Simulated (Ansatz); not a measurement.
# F on Cu(100): change of the work function, part 4 of 4

Aim: the work function of Cu(100) at several coverages of F (hollow site), and the dipole that each adsorbate carries.

Ansatz 0.2.0; plane-wave DFT, PBE, Ansatz PAW.

So far, work function, upper face (eV): step 2 (the clean slab) 4.57; step 3 (37 atoms, coverage 0.111 ML, cell 3x3) 4.85; step 4 (17 atoms, coverage 0.25 ML, cell 2x2) 5.27.

### Step 5. The covered slab, k-mesh 6×6×1, coverage 0.5 ML

System of this step: Cu8F (F/Cu(100)). The cell holds 18 atoms: 16 Cu and 2 F. Cell: a = 5.105 Å, b = 5.105 Å, c = 24.147 Å, α = 90.0°, β = 90.0°, γ = 90.0°. Vacuum lies along c.

Another coverage, to see how the dipoles act on each other as their distance changes.

input.yaml reads:

```yaml
crystal:
  lattice:
    - [5.1053109602, 0.0, 0.0]
    - [0.0, 5.1053109602, 0.0]
    - [0.0, 0.0, 24.1470894331]
  atoms:
    - { symbol: Cu, position: [0.25, 0.25, 0.3727157273] }
    - { symbol: Cu, position: [0.0, 0.0, 0.4474659371] }
    - { symbol: Cu, position: [0.25, 0.25, 0.5235136092] }
    - { symbol: Cu, position: [0.0, 0.0, 0.5970893317] }
    - { symbol: Cu, position: [0.25, 0.75, 0.3727157273] }
    - { symbol: Cu, position: [0.0, 0.5, 0.4474659371] }
    - { symbol: Cu, position: [0.25, 0.75, 0.5235136092] }
    - { symbol: Cu, position: [0.0, 0.5, 0.5970893317] }
    - { symbol: Cu, position: [0.75, 0.25, 0.3727157273] }
    - { symbol: Cu, position: [0.5, 0.0, 0.4474659371] }
    - { symbol: Cu, position: [0.75, 0.25, 0.5235136092] }
    - { symbol: Cu, position: [0.5, 0.0, 0.5970893317] }
    - { symbol: Cu, position: [0.75, 0.75, 0.3727157273] }
    - { symbol: Cu, position: [0.5, 0.5, 0.4474659371] }
    - { symbol: Cu, position: [0.75, 0.75, 0.5235136092] }
    - { symbol: Cu, position: [0.5, 0.5, 0.5970893317] }
    - { symbol: F, position: [0.25, 0.25, 0.6272842727] }
    - { symbol: F, position: [0.75, 0.75, 0.6272842727] }
kpoints:
  mp_grid: { grid: [6, 6, 1] }
hamiltonian:
  xc: pbe
scf:
  occupations: { method: fermi_dirac, width: 0.1 }
  convergence: { dr2_threshold: 1.0e-08 }
efield:
  axis: 3
  dipole_correction: true
  ramp_position: 0.97
  ramp_width: 0.06
relax:
  f_tol: 0.02
  max_steps: 60
  constraints: [{ sites: [0, 1, 4, 5, 8, 9, 12, 13] }]
output:
  dos: { projected: true, e_range: [-8, 4] }
  write_potential: true
  write_density: true
  volumetric_format: npy
  elf: true
```

Run with:

```console
ansatz run input.yaml --threads 4 --pin off --max-ram 16384MiB --backend cpu --events-out ev --progress --plain --runs-dir out
```

What it wrote:

```text
[...]
Crystal: 18 atoms, lattice volume = 629.375 Å³
Basis set: ecut = 420 eV, 12321 PW (Γ), exchange–correlation on 72×72×324 points (8 copies of the dense FFT grid, shifted against one another)
Bands: 191, of which v1, the nominal top of the filled ones, is band 159 counted from 1 (158 counted from 0)
Symmetry: 16 space group operations
[...]
- { symbol: Cu, position: [0.25, 0.75, 0.523897] }
    - { symbol: Cu, position: [0, 0.5, 0.598451] }
[...]
- { symbol: Cu, position: [0.75, 0.75, 0.3727157273] }
    - { symbol: Cu, position: [0.5, 0.5, 0.4474659371] }
    - { symbol: Cu, position: [0.75, 0.75, 0.523596] }
    - { symbol: Cu, position: [0.5, 0.5, 0.598451] }
    - { symbol: F, position: [0.25, 0.25, 0.651196] }
    - { symbol: F, position: [0.75, 0.75, 0.651196] }
[key lines of the parts left out:]
SCF converged after 9 iterations
Free energy (F): -107614.767110 eV
Fermi energy:    1.621482 eV
Dipole field:    D = -0.070081 V/Å  (p = -0.243752 e·Å, saw-weighted, corrected)
Work function:   Φ+ = 6.1666 eV   Φ− = 4.4744 eV
```

Wall time 3.4 min (4 threads of Arm Neoverse V2, shared host); peak memory 3.1 GiB; 14 min of CPU time.

This run has no spin polarisation, although Cu can carry a moment.

Step by step:

```csv
step,energy less that of the first step (eV),largest force component (eV/Å)
1,0.0000,4.1165
2,-1.1530,2.8978
3,-2.0858,1.0717
4,-2.2521,0.0464
5,-2.2528,0.0048
```

Forces are held to the 16 operations that the program found; a distortion that breaks them can't arise in this run.

The atoms that moved most (Å):

```csv
atom,dx,dy,dz,length
F18,0.000,0.000,0.577,0.577
F17,0.000,0.000,0.577,0.577
Cu4,0.000,0.000,0.033,0.033
Cu8,0.000,0.000,0.033,0.033
Cu16,0.000,0.000,0.033,0.033
Cu12,0.000,0.000,0.033,0.033
Cu7,0.000,0.000,0.009,0.009
Cu11,0.000,0.000,0.009,0.009
```

The relaxed structure:

```xyz
18
Lattice="5.1053 0.0000 0.0000 0.0000 5.1053 0.0000 0.0000 0.0000 24.1471" Properties=species:S:1:pos:R:3
Cu    1.2763    1.2763    9.0000
Cu    0.0000    0.0000   10.8050
Cu    1.2763    1.2763   12.6433
Cu    0.0000    0.0000   14.4508
Cu    1.2763    3.8290    9.0000
Cu    0.0000    2.5527   10.8050
Cu    1.2763    3.8290   12.6506
Cu    0.0000    2.5527   14.4508
Cu    3.8290    1.2763    9.0000
Cu    2.5527    0.0000   10.8050
Cu    3.8290    1.2763   12.6506
Cu    2.5527    0.0000   14.4508
Cu    3.8290    3.8290    9.0000
Cu    2.5527    2.5527   10.8050
Cu    3.8290    3.8290   12.6433
Cu    2.5527    2.5527   14.4508
F     1.2763    1.2763   15.7245
F     3.8290    3.8290   15.7245
```

The relaxation took 5 steps and lowered the energy by 2.3 eV; the largest force on the free atoms ends at 0.0048 eV/Å.

The covered face has 6.17 eV, +1.60 eV against the clean one; the bare back face has moved by -0.11 eV, a measure of how thin the slab is.

### Step 6. Adsorbate added, k-mesh 12×12×1, coverage 1 ML

System of this step: Cu4F (F/Cu(100)). The cell holds 5 atoms: 4 Cu and 1 F. Its edges and angles: a = 2.553 Å, b = 2.553 Å, c = 24.147 Å, α = 90.0°, β = 90.0°, γ = 90.0°. Vacuum lies along c.

Another coverage, to see how the dipoles act on each other as their distance changes.

input.yaml, the sections that differ from step 5:

```yaml
crystal:
  lattice:
    - [2.5526554801, 0.0, 0.0]
    - [0.0, 2.5526554801, 0.0]
    - [0.0, 0.0, 24.1470894331]
  atoms:
    - { symbol: Cu, position: [0.5, 0.5, 0.3727157273] }
    - { symbol: Cu, position: [0.0, 0.0, 0.4474659371] }
    - { symbol: Cu, position: [0.5, 0.5, 0.5235136092] }
    - { symbol: Cu, position: [0.0, 0.0, 0.5970893317] }
    - { symbol: F, position: [0.5, 0.5, 0.6272842727] }
kpoints:
  mp_grid: { grid: [12, 12, 1] }
relax:
  f_tol: 0.02
  max_steps: 60
  constraints: [{ sites: [0, 1] }]
output:
  write_potential: true
  write_density: true
  volumetric_format: npy
# hamiltonian, scf, efield: as in step 5
```

What it wrote:

```text
[...]
Crystal: 5 atoms, lattice volume = 157.344 Å³
Basis set: ecut = 420 eV, 3117 PW (Γ), exchange–correlation on 36×36×324 points (8 copies of the dense FFT grid, shifted against one another)
Bands: 50, of which v1, the nominal top of the filled ones, is band 42 counted from 1 (41 counted from 0)
Symmetry: 8 space group operations
[...]
--- Relaxed structure (5 steps of the walk, 5 accepted, 0 SCFs on fresh bases) ---
  F+E_penalty+E_count = -27307.36231266 eV   max|allowed force component| = 1.781e-2 eV/Å
  atoms:
    - { symbol: Cu, position: [0.5, 0.5, 0.3727157273] }
    - { symbol: Cu, position: [0.0, 0.0, 0.4474659371] }
    - { symbol: Cu, position: [0.5, 0.5, 0.523110] }
    - { symbol: Cu, position: [0, 0.0, 0.598754] }
    - { symbol: F, position: [0.5, 0.5, 0.645657] }
[key lines of the parts left out:]
SCF converged after 8 iterations
Free energy (F): -27307.362313 eV
Fermi energy:    1.069682 eV
Dipole field:    D = -0.152090 V/Å  (p = -0.132247 e·Å, saw-weighted, corrected)
Work function:   Φ+ = 8.2031 eV   Φ− = 4.5305 eV
```

Elapsed: 33 s, on 4 threads; peak memory 0.54 GiB; 2.1 min of CPU time.

Relaxation path:

```csv
step,energy less that of the first step (eV),largest force component (eV/Å)
1,0.0000,3.6535
2,-0.4346,2.4653
3,-0.7630,0.1664
4,-0.7689,0.0495
5,-0.7690,0.0178
```

Forces are held to the 8 operations that the program found; a distortion that breaks them can't arise in this run.

The atoms that moved most (Å):

```csv
atom,dx,dy,dz,length
F5,0.000,0.000,0.444,0.444
Cu4,0.000,0.000,0.040,0.040
Cu3,0.000,0.000,-0.010,0.010
```

The relaxed structure:

```
Cu F
1.0
     2.55266    0.00000    0.00000
     0.00000    2.55266    0.00000
     0.00000    0.00000   24.14709
Cu F
4 1
Direct
  0.50000 0.50000 0.37272
  0.00000 0.00000 0.44747
  0.50000 0.50000 0.52311
  0.00000 0.00000 0.59875
  0.50000 0.50000 0.64566
```

The relaxation took 5 steps and lowered the energy by 0.77 eV; the largest force on the free atoms ends at 0.018 eV/Å.

The covered face has 8.20 eV, +3.63 eV against the clean one; the bare back face has moved by -0.05 eV, a measure of how thin the slab is.

### Step 7. Work function against coverage

This step: plane-wave DFT, PBE, Ansatz PAW; work function against coverage (Ansatz 0.2.0).

The runs are now put side by side.

This step gave:

```
work function of the clean face     : 4.571 eV
largest change of the work function : 3.632 eV
```

The work function of the covered face by coverage:

```csv
coverage (adsorbates/nm²),work function of the covered face (eV)
0.00,4.57
1.71,4.85
3.84,5.27
7.67,6.17
15.35,8.20
```

The dipole per adsorbate comes from the change of the cell's dipole. Coverage, by row:

```csv
coverage (1/nm²),coverage (ML),work function (eV),change (eV),"dipole per adsorbate, positive end outwards (debye)",mean height of the added atoms over the highest substrate atom (Å)
1.705,0.1111,4.847,0.2768,-0.474,1.253
3.837,0.25,5.275,0.704,-0.519,1.285
7.673,0.5,6.167,1.596,-0.589,1.274
15.35,1,8.203,3.632,-0.637,1.133
```

### Step 8. Summary of results

| Quantity | Value |
| --- | --- |
| work function of the clean face | 4.57 eV |
| work function at 0.11 ML | 4.85 eV |
| work function at 0.25 ML | 5.27 eV |
| work function at 0.5 ML | 6.17 eV |
| work function at 1 ML | 8.20 eV |
| dipole per adsorbate at 0.11 ML, positive end outwards | -0.47 D |

In words: F raises the work function of Cu(100) at the lowest coverage, by 0.28 eV: the adsorbate layer has its negative end outwards. The slab has 4 layers, at the tabulated experimental lattice constant, one starting site was run, and quantum-size effects of a slab this thin can reach one or two tenths of an eV.

[Long decimals in the printed logs are rounded to 6 places.]

[Logs are printed without paths, hosts, clocks, repeated set-up lines and the standing remarks that a program may print on its own settings, such as how far it seeks lower states.]

[Hosts, paths, dates, database ids (printed as entryN), source tags and the programs' standing remarks are cut or masked in the printed files.]

[Maps of the electrostatic potential energy from Ansatz leave out the sawtooth potential of an applied field or a dipole correction, so their vacuum need not be flat; planar profiles and work functions include it.]
